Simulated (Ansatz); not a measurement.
# A failed many-body run on SnO2 (Cassiterite)

Aim: the G0W0 gap of SnO2 (Cassiterite). The first input has a fault.

Main program and level: Ansatz 0.2.0; G0W0 on PBE, plane waves, PAW.

## Step 1: The structure

It takes space group P4_2/mnm (No. 136, tetragonal). Conventional cell: a = 4.738 Å, b = 4.738 Å, c = 3.187 Å, α = 90.00°, β = 90.00°, γ = 90.00°. Nearest to Sn lie 6 O at 2.05 to 2.06 Å. Nearest to O lie 3 Sn at 2.05 to 2.06 Å. Farther neighbours and most contacts between anions are not listed.

The cell and positions come from the Crystallography Open Database and are kept as given unless a step says otherwise. The default PAW set here is soft_2. Its files were made with PBE.

## Step 2: First try

Input file input.yaml:

```yaml
crystal:
  lattice:
    - [4.738, 0.0, 0.0]
    - [0.0, 4.738, 0.0]
    - [0.0, 0.0, 3.1865]
  atoms:
    - { symbol: Sn, position: [0.0, 0.0, 0.0] }
    - { symbol: Sn, position: [0.5, 0.5, 0.5] }
    - { symbol: O, position: [0.3071, 0.3071, 0.0] }
    - { symbol: O, position: [0.1929, 0.8071, 0.5] }
    - { symbol: O, position: [0.6929, 0.6929, 0.0] }
    - { symbol: O, position: [0.8071, 0.1929, 0.5] }
kpoints:
  mp_grid: { grid: [4, 4, 4] }
hamiltonian:
  xc: pbe
scf:
  occupations: { method: fixed }
gw:
  n_empty_bands: 4
  ecut_chi: 60
  qp_bands: [v1, c9]
  qp_kpoints: band_edges
  screening: { model: contour_deformation }
```

Command:

```bash
$ ansatz run input.yaml --threads 3 --pin off --max-ram 92160MiB --backend cuda --events-out ev --progress --plain --runs-dir out --devices 1 --max-vram 13GiB  # rebuilt from the run's record
```

Numbers of over 12 decimals in the logs are rounded to 6 here.

Output:

```text
Error: invalid value for `gw.qp_bands`: [v1, c9] must end among the 30 bands that are solved (gw.n_empty_bands), of which c4 is the highest
```

Run time: 0.14 s. Hardware: 3 threads of AMD EPYC 7R13 (Zen 3), shared host; peak memory 0.1 GiB.

**What went wrong?**

The program refused the input before any cycle.

The program's message: “Error: invalid value for `gw.qp_bands`: [v1, c9] must end among the 30 bands that are solved (gw.n_empty_bands), of which c4 is the highest”

The fault: window above the summed bands. Levels can be corrected only among the bands that are solved.

## Step 3: A better input

Now the one-shot GW correction: screening in the RPA, then the self-energy of the levels asked for.

input.yaml, as its differences from that of step 2:

```diff
@@ -19,5 +19,5 @@
 gw:
-  n_empty_bands: 4
-  ecut_chi: 60
-  qp_bands: [v1, c9]
+  n_empty_bands: 57
+  ecut_chi: 50
+  qp_bands: [v2, c2]
   qp_kpoints: band_edges
```

Output:

```text
GPUs: using 1 of 1 available (devices: 1).
[...]
device memory: the entry about to start is reckoned to put 0.8 GiB on a device that reports 41.9 GiB free (of which the cap on the GPU budget leaves the run 13.0 GiB)
GPU FFT provider: cuFFT
GPU libraries: cuBLAS 13.8.2, cuFFT 12.4.0, cuSOLVER 12.3.4
Crystal: 6 atoms, lattice volume = 71.533 Å³
Basis set: ecut = 420 eV, 1411 PW (Γ)
Bands: 32, of which v1, the nominal top of the filled ones, is band 26 counted from 1 (25 counted from 0)
Symmetry: 16 space group operations
[...]
k-points: 18 of 64
[...]
GPU buffer pool allocated for 24576 grid points (all kernels)
GPU transforms: local potential and band sums: pruned to the plane-wave sphere, on 32×32×24
[...]
SCF iter   1: F=—  HF=-14317.827550 eV  |F-HF|=—  |Δ(HF+E_count)|=         —  Δρ=1.06e-3  dr2=2.11e-4  ethr=1.77e-3  ⟨swp⟩=4.0  Hψ=2235  notcnv=0  defer=72
[...]
0    25      8.7549   -26.4238     5.2547   -20.7674  0.7587     8.3502     8.3532  root
     0    26      9.5289   -27.1775     5.5617   -21.1422  0.7594     9.0512     9.0553  root
     0    27     10.8096   -14.4338    -3.0777   -18.5808  0.8326    11.8954    11.8789  root
     0    28     15.6959   -12.1122    -4.1049   -17.8356  0.8083    17.3596    17.3144  root
     1    25      8.6906   -26.6259     5.3442   -20.8160  0.7577     8.2207     8.2249  root
     1    26      9.0286   -26.5158     5.6094   -20.3300  0.7551     8.4455     8.4522  root
     1    27     13.3864   -15.7286    -3.1143   -20.3968  0.8105    14.9684    14.9402  root
     1    28     16.4846   -13.9045    -4.3052   -20.1883  0.7896    18.5414    18.4631  root
[...]
17    25      8.6943   -26.6246     5.7068   -20.3046  0.7515     8.0731     8.0811  root
    17    26      8.6943   -26.6246     5.7068   -20.3046  0.7515     8.0731     8.0811  root
    17    27     14.4679   -13.3307    -3.6887   -18.6872  0.8182    16.1712    16.1356  root
    17    28     14.4679   -13.3307    -3.6887   -18.6872  0.8182    16.1712    16.1356  root
[key lines of the parts left out:]
SCF converged after 6 iterations
Free energy (F): -14317.829556 eV
Fermi energy:    9.528859 eV
```

Wall time 9.9 s (1 × NVIDIA H100 80GB HBM3 (shared by 6 runs) with 3 threads); peak memory 1 GiB; 9.4 s of CPU time.

In the SCF lines HF is the Harris–Foulkes energy and dr2 the Hartree energy of the density residual, in eV; the loop may stop once dr2 is under the threshold and the program's other checks hold. Hψ counts applications of the Hamiltonian.

Numbers from this step:

```yaml
bands_summed: 83
rpa_eps_infinity_on_this_mesh_eigenvalues: 4.523, 4.523, 4.797
plane_waves_in_the_screening_matrix: 63
q_points_in_the_mesh: 64
g0w0_gap_on_the_mesh: 2.824 eV
k_of_the_valence_top: 0, 0, 0
k_of_the_conduction_bottom: 0, 0, 0
starting_gap_on_the_mesh: 1.281 eV
z_at_the_valence_top: 0.7594
z_at_the_conduction_bottom: 0.8326
least_direct_g0w0_gap_on_the_computed_points: 2.824 eV
```

The gap on the mesh goes from 1.28 eV to 2.82 eV, a correction of +1.54 eV. Between the two edge states, bare exchange in place of the xc potential would open the gap by 10.18 eV, and correlation takes back 8.64 eV.

## Step 4: Summary of results

* first try: refused after 0.14 s
* better run: G0W0 gap on the mesh 2.82 eV (4×4×4 mesh, 57 empty bands, screening to 50 eV)

**Reading.** The second run differs in: empty bands, screening cutoff (eV) and levels asked. Bands and cutoff are finite, so the gap is not at the basis limit. The miss can reach some tenths of an eV and take either sign; the mesh is an error of its own. The 4×4×4 mesh is coarse for this cell (its supercell is 13 Å along the shortest edge). The RPA ε∞ on it, from the PBE start, is 4.52 and 4.80; such meshes misread the long-range screening, most where the gap is narrow. The many-body steps are scalar-relativistic: spin-orbit coupling is not in them.

[Paths, hosts, dates, memory and timing lines, banners, echoed tables and standing remarks are left out of the program output.]

[Logs are printed without paths, hosts, clocks, repeated set-up lines and the standing remarks that a program may print on its own settings, such as how far it seeks lower states.]

[Runs of the session that timed out or met a known fault of the program may be left out.]

[Cells called generated may have been cut or substituted from an entry of the Crystallography Open Database or the Materials Project.]

[Hosts, paths, dates, database ids (printed as entryN), source tags and the programs' standing remarks are cut or masked in the printed files.]
